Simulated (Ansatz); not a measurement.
# CsSbSe3 in Amm2, a phase reached by a soft mode: following an unstable mode

Aim: this structure of CsSbSe3 in Amm2, a phase reached by a soft mode is to be tested for unstable modes, and one is followed downhill.

Main program and level: Ansatz 0.2.0; DFT PBEsol, scalar-relativistic, plane waves, PAW; PAW set soft_1.

Most raw output is cut from this account.

The structure was built from a prototype and need not be the compound's stable phase.

## Step 1: The starting structure

Symmetry: Amm2, No. 38, orthorhombic system. Conventional cell: a = 4.074 Å, b = 7.840 Å, c = 9.932 Å, α = 90.00°, β = 90.00°, γ = 90.00°. Nearest to Cs lie 11 Se at 3.72 to 4.39 Å and 2 Cs at 4.07 Å and 2 Sb at 4.33 Å. Sb has 4 Se at 2.45 to 2.67 Å nearest. Nearest to Se lie 1 Sb at 2.45 Å and 4 Cs at 3.72 to 3.80 Å. Se has 2 Sb at 2.67 Å and 3 Cs at 3.96 to 4.39 Å nearest. Farther neighbours and most contacts between anions are not listed.

## Step 2: Zone-centre response

This phase was reached earlier by freezing in an unstable mode of a structure of higher symmetry and relaxing. Its zone-centre modes can show that it is still unstable.

input.yaml reads:

```yaml
crystal:
  lattice:
    - [4.0737724528, 0.0, 0.0]
    - [0.0, 3.9202152947, 4.9660369832]
    - [0.0, -3.9202152947, 4.9660369832]
  atoms:
    - { symbol: Cs, position: [0.0, 0.0160357208, 0.0160357208] }
    - { symbol: Sb, position: [0.5, 0.4008969842, 0.4008969842] }
    - { symbol: Se, position: [0.5, 0.5266536355, 0.0038095495] }
    - { symbol: Se, position: [0.5, 0.0038095495, 0.5266536355] }
    - { symbol: Se, position: [0.0, 0.5744482198, 0.5744482198] }
kpoints:
  mp_grid: { grid: [10, 6, 6] }
hamiltonian:
  xc: pbesol
  pseudopotentials: { kind: paw, azcp: { folder: soft_1 }, xc_functional: pbe }
scf:
  occupations: { method: methfessel_paxton, width: 0.2 }
output:
  eigenvalues: true
phonons:
  method: dfpt
```

Launch:

```console
$ ansatz run input.yaml --threads 8 --pin off --max-ram 16384MiB --backend cpu --events-out ev --progress --plain --runs-dir out
```

Elapsed: 2.9 min, on 8 threads of Arm Neoverse V2, shared host; peak memory 2.9 GiB.

Numbers from this step:

```
volume per atom                                         : 31.72 Å³
gap on the k-mesh                                       : 0 eV
sum-rule residual before enforcement                    : 7.48e-5 eV/Å²
point group                                             : mm2
highest optical mode at the zone centre (no LO-TO term) : 247.9 cm⁻¹
lowest optical zone-centre mode                         : -30.18 cm⁻¹
```

Patterns of degenerate modes are one choice out of their space. Modes at Γ, with each element's share of the kinetic energy (negative means imaginary):

```tsv
mode	frequency (cm⁻¹)	symmetry	Cs %	Sb %	Se %
1	-30.2	B2	5	0	95
2	0.0	acoustic	27	25	48
3	0.0	acoustic	27	25	48
4	0.0	acoustic	27	25	48
5	7.4	B1	9	16	75
6	28.5	A2	0	0	100
7	53.3	B2	53	20	27
8	55.8	A1	61	17	21
9	56.4	B1	64	4	32
10	76.5	B2	15	2	83
11	94.2	A1	12	3	85
12	127.5	B1	0	55	45
13	161.4	A1	0	6	94
14	235.7	A1	0	48	52
15	247.9	B2	0	54	46
```

Displacements in mode 1 (-30.2 cm⁻¹), the largest set to 1:
```
Cs1  0.00 -0.20  0.00
Sb2  0.00 -0.02  0.00
Se3  0.00 -0.31 -0.29
Se4  0.00 -0.31  0.29
Se5  0.00  1.00  0.00
```

Displacements in mode 7 (53.3 cm⁻¹), the largest set to 1:
```
Cs1  0.00  1.00  0.00
Sb2  0.00 -0.63  0.00
Se3  0.00 -0.48  0.41
Se4  0.00 -0.48 -0.41
Se5  0.00  0.26  0.00
```

Before it was imposed, the acoustic sum rule was missed by 7.5e-5 eV/Å². Small misses are needed for a sound result but don't prove that mesh and cutoff are converged. The lowest optical mode is imaginary, 30.2i cm⁻¹, so the energy falls along it.

## Step 3: The mode frozen in, largest atomic shift 0 Å

The mode followed lies at Γ with frequency 30.2i cm⁻¹, the softest among the wavevectors solved. At small amplitude the distorted cell has space group no. 6 by a symmetry search on the positions. The undistorted cell that holds it gives the zero of energy on the same k mesh.

Edit input.yaml of step 2 so:

```diff
@@ -19,4 +19,4 @@
 output:
+  forces: true
+  stress: true
   eigenvalues: true
-phonons:
-  method: dfpt
```

Run time: 10 s. Hardware: 8 threads; peak memory 0.8 GiB.

This step gave:

| Property | Result |
| --- | --- |
| pressure | 8.59e-4 GPa |
| energy from the undistorted cell | 0 meV/atom |

The run ends at a pressure of 0.00 GPa, with forces up to 5.6e-4 eV/Å.

## Step 4: The mode frozen in, largest atomic shift 0.22 Å

The atoms are moved along the unstable eigenvector, the largest shift by 0.22 Å, with the cell fixed.

input.yaml, the sections that differ from step 3:

```yaml
crystal:
  lattice:
    - [4.0737724528, 0.0, 0.0]
    - [0.0, 3.9202152947, 4.9660369832]
    - [0.0, -3.9202152947, 4.9660369832]
  atoms:
    - { symbol: Cs, position: [0.0, 0.0217386339, 0.0103328077] }
    - { symbol: Sb, position: [0.5, 0.4015178933, 0.4002760751] }
    - { symbol: Se, position: [0.5, 0.5418292286, 0.0014806014] }
    - { symbol: Se, position: [0.5, 0.0061384977, 0.5114780424] }
    - { symbol: Se, position: [0.0, 0.5463885364, 0.6025079032] }
# kpoints, hamiltonian, scf, output: as in step 3
```

Elapsed: 16 s, on 8 threads; peak memory 0.95 GiB; 2.1 min of CPU time.

Numbers from this step:

```yaml
pressure: 0.004422 GPa
energy_from_the_undistorted_cell: -0.768 meV/atom
```

The energy, extrapolated to zero smearing, is -0.77 meV/atom against the undistorted cell.

The run ends at a pressure of 0.00 GPa, with forces up to 0.092 eV/Å.

## Step 5: Energy along the mode, all amplitudes (two of the runs are shown above)

An imaginary frequency means negative curvature, so the energy should fall and then rise again as anharmonic terms take over.

This step gave:

- depth at the lowest point sampled: 0.768 meV/atom
- largest atomic shift at that point: 0.22 Å

The energy from the parent by largest atomic shift:

```tsv
largest atomic shift (Å)	energy from the parent (meV/atom)
0.000	0
0.040	-0.061
0.080	-0.227
0.140	-0.561
0.220	-0.768
0.320	0.509
0.450	7.90
```

Displacement at unit largest shift by atom:

```tsv
atom	x (Å)	y (Å)	z (Å)	size
Cs1	0.00	0.20	0.00	0.20
Sb2	0.00	0.02	0.00	0.02
Se3	0.00	0.31	0.29	0.43
Se4	0.00	0.31	-0.29	0.43
Se5	0.00	-1.00	0.00	1.00
```

The lowest of the steps tried is at 0.22 Å, 0.768 meV/atom below the parent; the bottom of the well need not coincide with a step.

## Step 6: Relaxing from the distorted cell

Starting from the lowest point found, all atoms and the cell are let go, so that strain and other modes of the same symmetry can join in.

Edit input.yaml of step 4 so:

```diff
@@ -22 +22,6 @@
   eigenvalues: true
+relax:
+  adjacent_minimum: "off"
+  f_tol: 0.002
+  max_steps: 120
+  cell: { stress_tol: 0.03 }
```

The job ended after 9 min (8 threads; peak memory 1.1 GiB).

Relaxation path (22 of 36):

```tsv
step	energy less that of the first step (eV)	largest force component (eV/Å)	pressure (GPa)	volume (Å³)
1	0.0000	0.0911	0.00	158.62
3	-0.0217	0.1079	0.21	158.46
4	-0.0397	0.1299	0.63	159.88
6	-0.0555	0.0549	-0.20	165.44
8	-0.0598	0.0386	0.05	166.78
9	-0.0602	0.0143	0.03	166.74
11	-0.0615	0.0751	-0.04	167.60
13	-0.0636	0.1204	-0.07	170.14
14	-0.0662	0.0457	0.00	169.28
16	-0.0666	0.0321	0.00	169.09
18	-0.0671	0.0091	0.00	169.07
19	-0.0671	0.0040	0.00	169.10
21	-0.0671	0.0014	0.00	169.09
23	-0.0799	0.0286	0.15	169.13
24	-0.0819	0.0692	0.01	169.83
26	-0.0857	0.0621	-0.02	170.45
28	-0.0871	0.0127	-0.02	170.79
29	-0.0872	0.0112	-0.02	170.71
31	-0.0873	0.0060	-0.01	170.60
33	-0.0873	0.0025	0.00	170.59
34	-0.0873	0.0111	0.00	170.61
36*	-0.0876	0.0004	0.00	170.60
```

Relaxation steps marked * repeat the geometry before them on a plane-wave basis chosen anew for their cell, so energy and pressure can jump there. Other such steps can lie between the rows shown. Relaxation steps 13, 15, 32, 34 were tried and not accepted.

The run keeps the 2 symmetry operations that it works with, so distortions that break them were not tested.

```tsv
cell as run	before	after	change
a (Å)	4.074	4.279	+5.0 %
b (Å)	6.327	7.990	+26.3 %
c (Å)	6.327	5.370	-15.1 %
α (°)	76.58	68.30	-10.8 %
volume (Å³/atom)	31.72	34.12	+7.6 %
```

The atoms that moved most (Å, as changes of fractional coordinates times the final cell):

```tsv
atom	dx	dy	dz	length
Cs1	0.000	-0.479	-0.266	0.548
Se3	0.000	0.533	0.046	0.535
Se4	0.000	0.426	0.323	0.534
Se5	0.000	-0.434	-0.144	0.457
Sb2	0.000	-0.045	0.041	0.061
```

Final coordinates:

```xyz
5
Lattice="4.2794 0.0000 0.0000 0.0000 4.8866 6.3219 0.0000 -2.7331 4.6220" Properties=species:S:1:pos:R:3 pbc="T T T"
Cs    0.0000   -0.4013   -0.0810
Sb    2.1397    0.8226    4.4295
Se    2.1397    3.1766    3.4784
Se    2.1397   -0.9424    2.7256
Se    0.0000    0.5894    6.0952
```

This step gave:

| Item | Value |
| --- | --- |
| pressure | 0.002783 GPa |
| volume per atom | 34.12 Å³ |
| gap on the k-mesh | 0.2194 eV |

The distorted start has space group Pm; the relaxation ends in Pm.

## Step 7: The new phase in its own primitive cell

The relaxed structure is symmetrised, reduced to its primitive cell and relaxed tightly, as its phonons need.

input.yaml, the sections that differ from step 6:

```yaml
crystal:
  lattice:
    - [5.3696163151, 0.0, 0.0]
    - [0.0, 4.2793977772, 0.0]
    - [-2.4152191582, 0.0, 7.4240731477]
  atoms:
    - { symbol: Cs, position: [0.9983644742, 0.0, 0.0520783958] }
    - { symbol: Sb, position: [0.1884227692, 0.5, 0.6009329801] }
    - { symbol: Se, position: [0.470598957, 0.5, 0.3932193004] }
    - { symbol: Se, position: [0.4388423527, 0.5, 0.9223945677] }
    - { symbol: Se, position: [0.8600832273, 0.0, 0.5137619662] }
kpoints:
  mp_grid: { grid: [6, 8, 4] }
relax:
  adjacent_minimum: "off"
  f_tol: 0.001
  max_steps: 60
  cell: { stress_tol: 0.01 }
# hamiltonian, scf, output: as in step 6
```

Elapsed: 70 s, on 8 threads; peak memory 0.9 GiB.

Relaxation path:

```tsv
step	energy less that of the first step (eV)	largest force component (eV/Å)	pressure (GPa)	volume (Å³)
1	0.0000	0.0043	0.00	170.60
2	0.0000	0.0016	0.01	170.65
3	0.0000	0.0029	0.00	170.73
4	0.0000	0.0037	0.00	170.78
5	0.0000	0.0011	0.00	170.75
6	0.0000	0.0007	0.00	170.73
7	0.0000	0.0019	0.00	170.71
8	0.0000	0.0014	0.00	170.70
9	0.0000	0.0009	0.00	170.70
10*	0.0000	0.0009	0.00	170.70
```

Relaxation steps marked * repeat the geometry before them on a plane-wave basis chosen anew for their cell, so energy and pressure can jump there.

Forces are held to the 2 operations that the run works with; a distortion that breaks them can't arise in this run.

```tsv
cell as run	before	after	change
a (Å)	5.370	5.359	-0.2 %
b (Å)	4.279	4.281	+0.0 %
c (Å)	7.807	7.815	+0.1 %
β (°)	108.02	107.81	-0.2 %
volume (Å³/atom)	34.12	34.14	+0.1 %
```

The relaxed structure:

```cif
data_structure
_symmetry_space_group_name_H-M 'P 1'
_symmetry_Int_Tables_number 1
_cell_length_a 5.3589
_cell_length_b 4.2810
_cell_length_c 7.8151
_cell_angle_alpha 90.000
_cell_angle_beta 107.811
_cell_angle_gamma 90.000
_cell_volume 170.70
loop_
_atom_site_label
_atom_site_type_symbol
_atom_site_fract_x
_atom_site_fract_y
_atom_site_fract_z
_atom_site_occupancy
Cs1 Cs 0.99865 0.00000 0.05274 1
Sb2 Sb 0.18811 0.50000 0.60107 1
Se3 Se 0.47069 0.50000 0.39298 1
Se4 Se 0.43889 0.50000 0.92147 1
Se5 Se 0.85997 0.00000 0.51413 1
```

This step gave:

```
pressure           : -3.86e-4 GPa
volume per atom    : 34.14 Å³
gap on the k-mesh  : 0.2235 eV
direct gap on mesh : 0.4201 eV
```

The largest force component left is 0.89 meV/Å and the pressure is 0.000 GPa, within the tolerances set. The cell now holds 34.14 Å³/atom.

## Step 8: Modes of the new phase

A relaxed structure may still be a saddle point, so its zone-centre modes are computed. No field response is asked.

input.yaml, the sections that differ from step 7:

```yaml
crystal:
  lattice:
    - [5.3589354291, 0.0, 0.0071937953]
    - [0.0, 4.2810495072, 0.0]
    - [-2.4004687666, 0.0, 7.4373395614]
  atoms:
    - { symbol: Cs, position: [0.9986495407, 0.0, 0.0527370766] }
    - { symbol: Sb, position: [0.1881073902, 0.5, 0.6010703763] }
    - { symbol: Se, position: [0.4706873335, 0.5, 0.3929792123] }
    - { symbol: Se, position: [0.4388943113, 0.5, 0.9214683915] }
    - { symbol: Se, position: [0.8599732046, 0.0, 0.5141321535] }
output:
  eigenvalues: true
phonons:
  method: dfpt
# kpoints, hamiltonian, scf: as in step 7
# relax: removed
```

Wall time 1.9 min (8 threads); peak memory 2.1 GiB; 15 min of CPU time.

Numbers from this step:

```
sum-rule residual before enforcement                    : 1.18e-4 eV/Å²
point group                                             : m
highest optical mode at the zone centre (no LO-TO term) : 264.9 cm⁻¹
lowest optical zone-centre mode                         : -43.96 cm⁻¹
```

Patterns of degenerate modes are one choice out of their space. Modes at Γ, with each element's share of the kinetic energy (negative means imaginary):

```tsv
mode	frequency (cm⁻¹)	symmetry	Cs %	Sb %	Se %
1	-44.0	A''	4	15	81
2	0.0	acoustic	27	25	48
3	0.0	acoustic	27	25	48
4	0.0	acoustic	27	25	48
5	37.9	A'	40	15	46
6	43.5	A''	34	6	61
7	57.0	A'	72	9	19
8	80.6	A''	36	1	64
9	90.2	A'	21	6	73
10	102.8	A'	11	6	83
11	123.6	A'	2	14	84
12	153.0	A'	0	6	94
13	160.3	A''	0	53	47
14	207.1	A'	0	48	52
15	264.9	A'	0	47	53
```

Displacements in mode 1 (-44.0 cm⁻¹), the largest set to 1:
```
Cs1  0.00  0.24  0.00
Sb2  0.00 -0.50  0.00
Se3  0.00  1.00  0.00
Se4  0.00  0.33  0.00
Se5  0.00 -0.96  0.00
```

Displacements in mode 15 (264.9 cm⁻¹), the largest set to 1:
```
Cs1 -0.01  0.00  0.01
Sb2 -0.17  0.00 -0.78
Se3 -0.10  0.00  0.10
Se4  0.29  0.00  1.00
Se5  0.09  0.00  0.07
```

Before it was imposed, the acoustic sum rule was missed by 1.2e-4 eV/Å². Small misses are needed for a sound result but don't prove that mesh and cutoff are converged. The lowest optical mode is imaginary, 44.0i cm⁻¹, so the energy falls along it.

## Step 9: The phases reached

The phases reached along the modes that were followed are set side by side.

Energies are those of the first relaxation, on the mesh of the frozen mode; space group, volume and gap are those of the last relaxation. Phases, by row:

```tsv
mode frozen in	space group	energy from parent (meV/atom)	volume (Å³/atom)	gap on mesh (eV)	lowest zone-centre optical mode (cm⁻¹)	largest shift (Å)
parent	Amm2	0	31.72	0	–	–
q = (0, 0, 0), 30i cm⁻¹	Pm	-18.23	34.14	0.224	-44	0.669
```

## Step 10: What came out

```json
{"unstable mode of the parent": "q = (0, 0, 0), 30i cm⁻¹", "depth at the lowest point sampled": "0.768 meV/atom", "largest atomic shift at that point": "0.22 Å", "space group reached (within 0.01 Å)": "Pm", "energy gained over the parent (first relaxation, on the mesh of the frozen mode)": "18.2 meV/atom", "volume per atom, phase reached": "34.1 Å³", "gap on the k-mesh, phase reached": "0.224 eV", "lowest optical zone-centre mode, phase reached": "-44.0 cm⁻¹", "highest optical mode at the zone centre (no LO-TO term), phase reached": "265 cm⁻¹"}
```

**Reading.** Along this mode the structure falls into Pm, 18.2 meV/atom below the parent. At the parent's cell the well is 0.768 meV/atom deep on the steps tried, with its lowest point at a shift of 0.22 Å. Relaxing atoms and cell changes the gain by +17.46 meV/atom against the lowest step (energies at zero smearing). Most of the total comes from this relaxation. The new phase still has an imaginary mode at the zone centre of its cell, so it is a saddle point on the way to a lower structure. How so shallow a well moves with the k mesh was not tested. Each path keeps the symmetry of its pattern, so a lower phase may lie along a pattern not tried. With no gap, or one that is small against the smearing, the frequencies hang on the k mesh and the smearing, most of all near Kohn anomalies. A semilocal functional can close a gap that the real compound would have, so the metallic treatment may be an artefact of the level. Spin-orbit coupling is left out, which can matter for the heavy elements here. The PAW files were made for PBE and serve the other functionals too. The starting cell was built on a prototype and not taken from a measurement, so the phase need not exist.

[Logs are printed without paths, hosts, clocks, repeated set-up lines and the standing remarks that a program may print on its own settings, such as how far it seeks lower states.]

[Hosts, paths, dates, database ids (printed as entryN), source tags and the programs' standing remarks are cut or masked in the printed files.]
